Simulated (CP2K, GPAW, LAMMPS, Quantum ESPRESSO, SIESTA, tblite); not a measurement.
# Running amorphous Si0.7Ge0.3 (120 atoms) with SIESTA, part 2 of 2

Wanted: SIESTA inputs and outputs for amorphous Si0.7Ge0.3 (120 atoms), checked against a plane-wave reference.

Program: SIESTA 5.4.2; the method stands at each step. Banners, paths, timers and routine set-up lines are dropped from the logs unmarked, and long logs keep their key lines alone; longer cuts are marked. The potentials were converted by us to PSML.

So far. Step 2 (PBE, DZP, shift 0.01 Ry, mesh 300 Ry): Forces lie 37 % from the reference's, at 0.28 times its CPU time (on 2 against 8 cores). Step 3 (PBE, DZP, shift 0.01 Ry, mesh 100 Ry): Against the first run (37 %), the force difference from the reference is 37 %, at 0.41 times the CPU time.

### 4. PBE, DZ, shift 0.01 Ry, mesh 300 Ry

Method: Kohn-Sham DFT, PBE, PseudoDojo 0.4.1 norm-conserving pseudopotentials (converted to PSML), numerical atomic orbitals (DZ), diagonalisation.

The input, input.fdf:

```
SystemLabel cell
NumberOfAtoms 120
NumberOfSpecies 2
%block ChemicalSpeciesLabel
  1 14 Si
  2 32 Ge
%endblock ChemicalSpeciesLabel
LatticeConstant 1.0 Ang
%block LatticeVectors
  13.77040 0.00000 0.00000
  0.00000 13.77040 0.00000
  0.00000 0.00000 13.77040
%endblock LatticeVectors
PAO.BasisSize DZ
PAO.EnergyShift 0.01 Ry
XC.Functional GGA
XC.Authors PBE
MeshCutoff 300 Ry
%block kgrid_Monkhorst_Pack
  1 0 0 0.0
  0 1 0 0.0
  0 0 1 0.0
%endblock kgrid_Monkhorst_Pack
SolutionMethod diagon
OccupationFunction FD
ElectronicTemperature 580 K
SCF.Mixer.Method Pulay
SCF.Mixer.Weight 0.05
SCF.Mixer.History 8
SCF.Mix Hamiltonian
MaxSCFIterations 300
SCF.DM.Tolerance 1e-04
SCF.H.Tolerance 1.0e-3 eV
WriteForces T
Write.HirshfeldPop T
Write.VoronoiPop T
Write.DM F
Write.H F
XML.Write F
AtomicCoordinatesFormat Fractional
%block AtomicCoordinatesAndAtomicSpecies
[... 120 atom lines left out: the same atoms as in the first run ...]
%endblock AtomicCoordinatesAndAtomicSpecies
```

Started as:

```bash
OMP_NUM_THREADS=1 siesta < input.fdf > output.txt
```

Log:

```text
Version         : 5.4.2
reinit: System Name:
reinit: System Label: cell
initatom: Reading input for the pseudopotentials and atomic orbitals ----------
Species number:   1 Atomic number:   14 Label: Si
Species number:   2 Atomic number:   32 Label: Ge
Ground state valence configuration (from tables):   3s02  3p02  3d00  4f00
Ground state valence configuration (from tables):   4s02  4p02  4d00  4f00
---- Processing specs for species: Si
GGA--PBE XC_GGA_X_PBE--XC_GGA_C_PBE pb
---- Processing specs for species: Ge
GGA--PBE XC_GGA_X_PBE--XC_GGA_C_PBE pb
[... lines left out ...]
stepf: Fermi-Dirac step function
        iscf     Eharris(eV)        E_KS(eV)     FreeEng(eV)     dDmax    Ef(eV) dHmax(eV)
[... lines left out ...]
SCF Convergence by DM+H criterion
[... lines left out ...]
SCF cycle converged after 20 iterations
[... lines left out ...]
   Max    0.988946
[... lines left out ...]
   Max    0.988946    constrained
Stress tensor Voigt[x,y,z,yz,xz,xy] (kbar):      -50.35      -39.07      -27.60        9.90       -7.36        0.15
[... lines left out ...]
siesta: FreeEng =    -97016.657705
[... lines left out ...]
siesta:       Ion-ion =  -34548.121401
siesta:         Total =  -97016.348383
siesta:         Fermi =      -3.871370
siesta: Stress tensor (static) (eV/Ang**3):
siesta:    -0.031428    0.000094   -0.004591
siesta:     0.000094   -0.024384    0.006180
siesta:    -0.004591    0.006180   -0.017226
siesta: Cell volume =       2611.197175 Ang**3
siesta: Pressure (static):
siesta:                Solid            Molecule  Units
siesta:           0.00026516          0.00028038  Ry/Bohr**3
siesta:           0.02434606          0.02574285  eV/Ang**3
siesta:          39.00669236         41.24459910  kBar
    Orbital volume contribution        =          62.033674 eV
    (Free)E + p_basis*V_orbitals       =      -96954.624032 eV
    (Free)Eharris+ p_basis*V_orbitals  =      -96954.624039 eV
Hirshfeld Atomic Populations:
Atom #   charge [q] valence [e]  Species
     1    -0.013830    4.013830  Si
     2    -0.005237    4.005237  Si
     3    -0.024822    4.024822  Si
[...]
85     0.018770   13.981230  Ge
    86     0.042091   13.957909  Ge
    87     0.012292   13.987708  Ge
[...]
--------------------
 Total    -0.000014
Voronoi Atomic Populations:
Atom #   charge [q] valence [e]  Species
[...]
83    -0.006203    4.006203  Si
    84    -0.041517    4.041517  Si
[...]
119     0.047209   13.952791  Ge
   120    -0.010153   14.010153  Ge
--------------------
 Total    -0.000014
```

Elapsed: 6.9 min, on 1 thread of Arm Neoverse N1, shared host; peak memory 1.2 GiB.

Compared with the plane-wave run:

| Property | Result |
| --- | --- |
| r.m.s. force component | 0.3256 eV/Å |
| r.m.s. difference of force components | 195.3 meV/Å |
| longest difference of force vectors | 732.1 meV/Å |
| force difference over r.m.s. force | 75.75 % |
| slope of forces against the reference's | 1.011 |
| correlation of force components | 0.8002 |
| pressure | 3.901 GPa |
| pressure difference | 4.814 GPa |

This is a coarse setting, run to see what it loses.

Against the first run (37 %), the force difference from the reference is 76 %, at 0.31 times the CPU time (on 1 against 2 cores), with 1140 basis functions against 1740: the smaller basis costs accuracy.

### 5. All runs compared

Differences are against the plane-wave reference, forces as r.m.s. over components; share is that over the reference's r.m.s. force, slope the least-squares factor from reference forces to these. Total energies of different programs have different zeros and aren't compared.

| run | Δ force, r.m.s. (meV/Å) | share (%) | slope | Δ pressure (GPa) | cores | CPU time | memory (GiB) |
| --- | --- | --- | --- | --- | --- | --- | --- |
| reference | - | - | - | - | 8 | 77 min | 9.5 |
| SIESTA PBE, DZP, shift 0.01 Ry, mesh 300 Ry | 95.7 | 37.1 | 1.135 | 0.851 | 2 | 22 min | 2.5 |
| SIESTA PBE, DZP, shift 0.01 Ry, mesh 100 Ry (coarse) | 94.8 | 36.8 | 1.118 | 1.20 | 2 | 8.9 min | 1.2 |
| SIESTA PBE, DZ, shift 0.01 Ry, mesh 300 Ry (coarse) | 195 | 75.7 | 1.011 | 4.81 | 1 | 6.9 min | 1.2 |

Rows marked coarse were listed beforehand as settings not expected to be converged; some can still land near the reference.

CPU time is summed over cores on a shared host, where runs went side by side, so it is rough. Symmetry, cutoffs, thresholds, outputs and thread counts weren't matched or tuned between programs; memory under MPI is the largest rank's times the ranks.

Within one program, basis, potentials and functional, energies share a zero. Each run against its twin at the usual cutoff or grid and solver:

```
                                        run                             twin  Δ energy (meV/atom)  Δ force, r.m.s. (meV/Å)  CPU time over the twin's
SIESTA PBE, DZP, shift 0.01 Ry, mesh 100 Ry  DZP, shift 0.01 Ry, mesh 300 Ry                -28.7                     43.6                      0.41
```

Further runs of this program without a result: SIESTA PBE, SZ, shift 0.01 Ry, mesh 300 Ry (cut off at its time limit); SIESTA PBE, SZP, shift 0.01 Ry, mesh 300 Ry (cut off at its time limit).

### 6. Results

```json
{
  "nearest in forces": "a tie at 37 % of 2 runs: SIESTA PBE, DZP, shift 0.01 Ry, mesh 300 Ry; SIESTA PBE, DZP, shift 0.01 Ry, mesh 100 Ry (coarse)"
}
```

**Reading.** The PBE run in local orbitals, coarse settings apart, differs by 37 % (SIESTA PBE, DZP, shift 0.01 Ry, mesh 300 Ry); basis, grid and potentials can all enter. Runs with settings chosen to be coarse differ by 37 % (SIESTA PBE, DZP, shift 0.01 Ry, mesh 100 Ry) to 76 % (SIESTA PBE, DZ, shift 0.01 Ry, mesh 300 Ry), their programs' other errors included. Of the electronic-structure runs that take under half the reference's CPU time, SIESTA PBE, DZP, shift 0.01 Ry, mesh 100 Ry is among the nearest, at 37 % in 8.9 min against 77 min. In pressure, SIESTA PBE, DZ, shift 0.01 Ry, mesh 300 Ry misses by +4.8 GPa, at the same functional. The reference's pressure holds the uncorrected Pulay stress of its 45 Ry basis, so small pressure differences, and their order, may be the reference's own error. The quench rate of 1000 K/ps is many orders above laboratory rates, so the cell is likely richer in defects and strain than a real sample. The network of bonds at the start is that of the classical potential that made the cell, and needn't be the one that DFT or experiment would give. The electronic-structure runs sample only Γ, in a cell whose shortest periodic width is 14 Å, which is coarse for a cell with partly filled levels.

[Also dropped from logs without a mark: logging warnings of Python, and SIESTA's first energy breakdown and zero terms.]

[Logs are printed without paths, hosts, clocks, repeated set-up lines and the standing remarks that a program may print on its own settings, such as how far it seeks lower states.]

[Hosts, paths, dates, database ids (printed as entryN), source tags and the programs' standing remarks are cut or masked in the printed files.]
